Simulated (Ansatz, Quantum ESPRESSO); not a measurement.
# Lattice dynamics of CsH (Pm-3m) in two programs

How does CsH (Pm-3m) vibrate, and is this structure a minimum?

Main program and level: Quantum ESPRESSO 7.5; DFT LDA, scalar-relativistic, plane waves, PseudoDojo norm-conserving pseudopotentials.

## Step 1: The structure

The structure is cubic, space group Pm-3m (No. 221). The conventional cell has a = 3.818 Å, b = 3.818 Å, c = 3.818 Å, α = 90.00°, β = 90.00°, γ = 90.00°. Nearest to Cs lie 8 H at 3.31 Å. H has 8 Cs at 3.31 Å nearest. Farther neighbours are not listed.

Structure file:

```
CELL_PARAMETERS angstrom
3.81841 0.00000 0.00000
0.00000 3.81841 0.00000
0.00000 0.00000 3.81841
ATOMIC_POSITIONS crystal
Cs 0.00000 0.00000 0.00000
H 0.50000 0.50000 0.50000
```

## Step 2: A first look

A cheap run with smearing and empty bands tells whether the crystal has a gap, which decides between fixed occupations and smearing later on.

File probe.in:

```
&control
   calculation = 'scf'
   prefix = 'x'
   outdir = './tmp'
   pseudo_dir = './pseudo'
   tprnfor = .true.
   tstress = .true.
   verbosity = 'high'
/
&system
   ibrav = 1
   celldm(1) = 7.21574637
   nat = 2
   ntyp = 2
   ecutwfc = 74.0
   occupations = 'smearing'
   smearing = 'gaussian'
   degauss = 0.01
/
&electrons
   conv_thr = 1.0d-07
   mixing_beta = 0.7
   electron_maxstep = 100
/
ATOMIC_SPECIES
 Cs    132.9055  Cs.upf
 H       1.0080  H.upf
ATOMIC_POSITIONS crystal
 Cs     0.000000000   0.000000000   0.000000000
 H      0.500000000   0.500000000   0.500000000
K_POINTS automatic
 6 6 6 0 0 0
```

Command:

```console
$ OMP_NUM_THREADS=1 mpirun -n 2 pw.x -nk 2 -in probe.in > probe.out
```

What it wrote:

```text
[banners, grids, parts of the stress and lines that vanish by symmetry left out]
Program PWSCF v.7.5
     bravais-lattice index     =            1
     lattice parameter (alat)  =       7.2157  a.u.
[...]
kinetic-energy cutoff     =      74.0000  Ry
     charge density cutoff     =     296.0000  Ry
     scf convergence threshold =      1.0E-07
[...]
Exchange-correlation= SLA  PW   NOGX NOGC
                           (   1   4   0   0   0   0   0)
[...]
48 Sym. Ops., with inversion, found
[...]
(     0          1          0      )
                  (     0          0          1      )
[...]
(  0.0000000  1.0000000  0.0000000 )
                  (  0.0000000  0.0000000  1.0000000 )
[...]
(     0         -1          0      )
                  (     0          0          1      )
[...]
(     0          0          1      )
                  (     1          0          0      )
[...]
( -1.0000000  0.0000000  0.0000000 )
                  (  0.0000000  1.0000000  0.0000000 )
[...]
number of k points=    20  Gaussian smearing, width (Ry)=  0.0100
[...]
c_bands:  1 eigenvalues not converged
[...]
End of self-consistent calculation
[...]
the Fermi energy is     5.2995 ev
!    total energy              =     -48.05510833 Ry
[...]
convergence has been achieved in   6 iterations
[...]
atom    1 type  1   force =     0.00000000    0.00000000    0.00000000
     atom    2 type  2   force =     0.00000000    0.00000000    0.00000000
[...]
Total force =     0.000000     Total SCF correction =     0.000000
[...]
total   stress  (Ry/bohr**3)                   (kbar)     P=      -19.53
[...]
XML data file, charge density, pseudopotentials, collected wavefunctions

   JOB DONE.
```

It took 4.7 s on 2 MPI ranks of Arm Neoverse V2, shared host.

This step gave:

```
volume per atom   : 27.84 Å³
pressure          : -1.953 GPa
gap on the k-mesh : 2.298 eV
```

A gap of 2.3 eV opens on this mesh, so the crystal is taken as an insulator; the start stands at -2.0 GPa.

## Step 3: Relaxing the cell and atoms

The harmonic expansion starts where the forces on the atoms vanish, and stress shifts the frequencies, so cell and atoms are relaxed with tight thresholds.

File relax.in:

```
&control
   calculation = 'vc-relax'
   prefix = 'x'
   outdir = './tmp'
   pseudo_dir = './pseudo'
   tprnfor = .true.
   tstress = .true.
   forc_conv_thr = 2.0d-05
   etot_conv_thr = 1.0d-07
   nstep = 40
/
&system
   ibrav = 1
   celldm(1) = 7.21574637
   nat = 2
   ntyp = 2
   ecutwfc = 74.0
   occupations = 'fixed'
   nbnd = 7
/
&electrons
   conv_thr = 1.0d-11
   mixing_beta = 0.7
   electron_maxstep = 100
/
&ions
/
&cell
   press_conv_thr = 0.1
/
ATOMIC_SPECIES
 Cs    132.9055  Cs.upf
 H       1.0080  H.upf
ATOMIC_POSITIONS crystal
 Cs     0.000000000   0.000000000   0.000000000
 H      0.500000000   0.500000000   0.500000000
K_POINTS automatic
 6 6 6 0 0 0
```

Command:

```console
$ OMP_NUM_THREADS=1 mpirun -n 2 pw.x -nk 2 -in relax.in > relax.out
```

What it wrote:

```text
[banners, grids, parts of the stress and lines that vanish by symmetry left out]
[banner, memory and clock lines left out]
Program PWSCF v.7.5

[...]
kinetic-energy cutoff     =      74.0000  Ry
     charge density cutoff     =     296.0000  Ry
     scf convergence threshold =      1.0E-11
[...]
energy convergence thresh.=      1.0E-07
     force convergence thresh. =      2.0E-05
     press convergence thresh. =      1.0E-01
     Exchange-correlation= SLA  PW   NOGX NOGC
                           (   1   4   0   0   0   0   0)
[...]
48 Sym. Ops., with inversion, found
[...]
number of k points=    20
[...]
End of self-consistent calculation
[...]
highest occupied, lowest unoccupied level (ev):     4.2486    6.5462
!    total energy              =     -48.05510835 Ry
[...]
convergence has been achieved in  11 iterations
[...]
atom    1 type  1   force =     0.00000000    0.00000000    0.00000000
     atom    2 type  2   force =     0.00000000    0.00000000    0.00000000
     Total force =     0.000000     Total SCF correction =     0.000000
[...]
total   stress  (Ry/bohr**3)                   (kbar)     P=      -19.61
[...]
number of bfgs steps    =   0
[...]
CELL_PARAMETERS (alat=  7.21574637)
[...]
ATOMIC_POSITIONS (crystal)
Cs               0.0000000000        0.0000000000        0.0000000000
H                0.5000000000        0.5000000000        0.5000000000
[...]
New effective cutoffs (rho, wfc):  297.69   74.49
[...]
End of self-consistent calculation
[...]
highest occupied, lowest unoccupied level (ev):     4.3215    6.6421
!    total energy              =     -48.05559583 Ry
[...]
convergence has been achieved in   5 iterations
[...]
atom    1 type  1   force =     0.00000000    0.00000000    0.00000000
     atom    2 type  2   force =     0.00000000    0.00000000    0.00000000
     Total force =     0.000000     Total SCF correction =     0.000000
[...]
total   stress  (Ry/bohr**3)                   (kbar)     P=      -18.70
[...]
number of bfgs steps    =   1
[...]
WARNING: bfgs curvature condition failed, Theta= 0.845
[...]
CELL_PARAMETERS (alat=  7.21574637)
[...]
ATOMIC_POSITIONS (crystal)
Cs               0.0000000000        0.0000000000        0.0000000000
H                0.5000000000        0.5000000000        0.5000000000
[...]
New effective cutoffs (rho, wfc):  300.70   75.24
[...]
End of self-consistent calculation
[...]
highest occupied, lowest unoccupied level (ev):     4.4325    6.7887
!    total energy              =     -48.05627611 Ry
[...]
convergence has been achieved in   6 iterations
[...]
atom    1 type  1   force =     0.00000000    0.00000000    0.00000000
     atom    2 type  2   force =     0.00000000    0.00000000    0.00000000
     Total force =     0.000000     Total SCF correction =     0.000000
[...]
total   stress  (Ry/bohr**3)                   (kbar)     P=      -17.22
[...]
number of bfgs steps    =   2
[...]
CELL_PARAMETERS (alat=  7.21574637)
[...]
ATOMIC_POSITIONS (crystal)
[...]
New effective cutoffs (rho, wfc):  305.30   76.39
[...]
End of self-consistent calculation
[...]
atom    2 type  2   force =     0.00000000    0.00000000    0.00000000
     Total force =     0.000000     Total SCF correction =     0.000000
[...]
total   stress  (Ry/bohr**3)                   (kbar)     P=       -2.13
[...]
number of bfgs steps    =   5
[...]
New effective cutoffs (rho, wfc):  326.35   81.66
[...]
highest occupied, lowest unoccupied level (ev):     5.3932    7.8128
!    total energy              =     -48.05902524 Ry
[...]
convergence has been achieved in   6 iterations
[...]
atom    1 type  1   force =     0.00000000    0.00000000    0.00000000
     atom    2 type  2   force =     0.00000000    0.00000000    0.00000000
     Total force =     0.000000     Total SCF correction =     0.000000
[...]
total   stress  (Ry/bohr**3)                   (kbar)     P=        0.28
[...]
number of bfgs steps    =   6
[...]
New effective cutoffs (rho, wfc):  326.02   81.57
[...]
highest occupied, lowest unoccupied level (ev):     5.3807    7.8010
!    total energy              =     -48.05902570 Ry
[...]
convergence has been achieved in   5 iterations
[...]
atom    1 type  1   force =     0.00000000    0.00000000    0.00000000
     atom    2 type  2   force =     0.00000000    0.00000000    0.00000000
     Total force =     0.000000     Total SCF correction =     0.000000
[...]
total   stress  (Ry/bohr**3)                   (kbar)     P=       -0.01
[...]
number of bfgs steps    =   7
[...]
small trust_radius: resetting bfgs history
[...]
CELL_PARAMETERS (alat=  7.21574637)
[...]
ATOMIC_POSITIONS (crystal)
[...]
New effective cutoffs (rho, wfc):  326.02   81.58
[...]
End of self-consistent calculation
[...]
highest occupied, lowest unoccupied level (ev):     5.3807    7.8010
!    total energy              =     -48.05902570 Ry
[...]
convergence has been achieved in   1 iterations
[...]
atom    1 type  1   force =     0.00000000    0.00000000    0.00000000
     atom    2 type  2   force =     0.00000000    0.00000000    0.00000000
     Total force =     0.000000     Total SCF correction =     0.000000
[...]
total   stress  (Ry/bohr**3)                   (kbar)     P=       -0.01
[...]
bfgs converged in   9 scf cycles and   8 bfgs steps
[...]
End of BFGS Geometry Optimization
     Final enthalpy           =     -48.0590257004 Ry
     File ./tmp/x.bfgs deleted, as requested
[...]
CELL_PARAMETERS (alat=  7.21574637)
[...]
ATOMIC_POSITIONS (crystal)
Cs               0.0000000000        0.0000000000        0.0000000000
H                0.5000000000        0.5000000000        0.5000000000
[...]
Final scf calculation at the relaxed structure.
[...]
kinetic-energy cutoff     =      74.0000  Ry
     charge density cutoff     =     296.0000  Ry
     scf convergence threshold =      1.0E-13
[...]
press convergence thresh. =      1.0E-01
     Exchange-correlation= SLA  PW   NOGX NOGC
                           (   1   4   0   0   0   0   0)
[...]
48 Sym. Ops., with inversion, found
[...]
number of k points=    20
[...]
c_bands:  1 eigenvalues not converged
     c_bands:  1 eigenvalues not converged
     c_bands:  1 eigenvalues not converged
     c_bands:  1 eigenvalues not converged
     c_bands:  1 eigenvalues not converged
     c_bands:  1 eigenvalues not converged
[...]
End of self-consistent calculation
[...]
highest occupied, lowest unoccupied level (ev):     5.3807    7.8010
!    total energy              =     -48.05901598 Ry
[...]
convergence has been achieved in  12 iterations
[...]
atom    1 type  1   force =     0.00000000    0.00000000    0.00000000
     atom    2 type  2   force =     0.00000000    0.00000000    0.00000000
     Total force =     0.000000     Total SCF correction =     0.000000
[...]
total   stress  (Ry/bohr**3)                   (kbar)     P=       -0.06
[...]
XML data file, charge density, pseudopotentials, collected wavefunctions
```

Wall time 34 s (2 MPI ranks).

The steps of the relaxation:

```csv
step,energy less that of the first step (eV),largest force (eV/Å),pressure (GPa),volume (Å³)
1,0.0000,0.0000,-1.96,55.67
2,-0.0066,0.0000,-1.87,55.12
3,-0.0159,0.0000,-1.72,54.29
4,-0.0281,0.0000,-1.48,53.07
5,-0.0423,0.0000,-1.04,51.27
6,-0.0529,0.0000,-0.21,48.65
7,-0.0533,0.0000,0.03,48.02
8,-0.0533,0.0000,0.00,48.09
9,-0.0533,0.0000,0.00,48.09
10,-0.0532,0.0000,-0.01,48.09
```

```csv
"conventional cell, symmetrised",before,after,change
a (Å),3.818,3.637,-4.8 %
b (Å),3.818,3.637,-4.8 %
c (Å),3.818,3.637,-4.8 %
volume (Å³/atom),27.84,24.05,-13.6 %
```

Final coordinates:

```xyz
2
Lattice="3.6366 0.0000 0.0000 0.0000 3.6366 0.0000 0.0000 0.0000 3.6366" Properties=species:S:1:pos:R:3 pbc="T T T"
Cs    0.0000    0.0000    0.0000
H     1.8183    1.8183    1.8183
```

The last row of the table of steps is pw.x's closing run on a basis chosen anew for the final cell, so its energy can jump.

Read from the output:

```yaml
volume_per_atom: 24.05 Å³
pressure: -0.006000 GPa
gap_on_the_k_mesh: 2.420 eV
```

The volume changes by -13.6 % from the cell with which this run began.

## Step 4: Self-consistent run for the response

The response is built on this ground state, so it is converged far tighter than an energy would need. With a gap, occupations are fixed, which also allows the response to an electric field.

File scf.in:

```
&control
   calculation = 'scf'
   prefix = 'x'
   outdir = './tmp'
   pseudo_dir = './pseudo'
   tprnfor = .true.
   tstress = .true.
/
&system
   ibrav = 1
   celldm(1) = 6.87209271
   nat = 2
   ntyp = 2
   ecutwfc = 74.0
   occupations = 'fixed'
   nbnd = 7
/
&electrons
   conv_thr = 1.0d-12
   mixing_beta = 0.7
   electron_maxstep = 100
/
ATOMIC_SPECIES
 Cs    132.9055  Cs.upf
 H       1.0080  H.upf
ATOMIC_POSITIONS crystal
 Cs     0.000000000   0.000000000   0.000000000
 H      0.500000000   0.500000000   0.500000000
K_POINTS automatic
 6 6 6 0 0 0
```

Command:

```console
$ OMP_NUM_THREADS=1 mpirun -n 2 pw.x -nk 2 -in scf.in > scf.out
```

What it wrote:

```text
[banners, grids, parts of the stress and lines that vanish by symmetry left out]
[banner, memory and clock lines left out]
Program PWSCF v.7.5

[...]
kinetic-energy cutoff     =      74.0000  Ry
     charge density cutoff     =     296.0000  Ry
     scf convergence threshold =      1.0E-12
[...]
Exchange-correlation= SLA  PW   NOGX NOGC
                           (   1   4   0   0   0   0   0)
[...]
48 Sym. Ops., with inversion, found
[...]
number of k points=    20
[...]
c_bands:  1 eigenvalues not converged
[...]
End of self-consistent calculation
[...]
highest occupied, lowest unoccupied level (ev):     5.3807    7.8010
!    total energy              =     -48.05901598 Ry
[...]
convergence has been achieved in  11 iterations
[...]
atom    1 type  1   force =     0.00000000    0.00000000    0.00000000
     atom    2 type  2   force =     0.00000000    0.00000000    0.00000000
     Total force =     0.000000     Total SCF correction =     0.000000
[...]
total   stress  (Ry/bohr**3)                   (kbar)     P=       -0.06
[...]
XML data file, charge density, pseudopotentials, collected wavefunctions
```

It took 5.6 s on 2 MPI ranks.

The cell stands at -0.0060 GPa, close enough for phonons.

(Part 1 of 4 ends here.)

[Host names and launcher messages were left out of these logs when they were recorded.]

[Logs are printed without paths, hosts, clocks, repeated set-up lines and the standing remarks that a program may print on its own settings, such as how far it seeks lower states.]

[Hosts, paths, dates, database ids (printed as entryN), source tags and the programs' standing remarks are cut or masked in the printed files.]
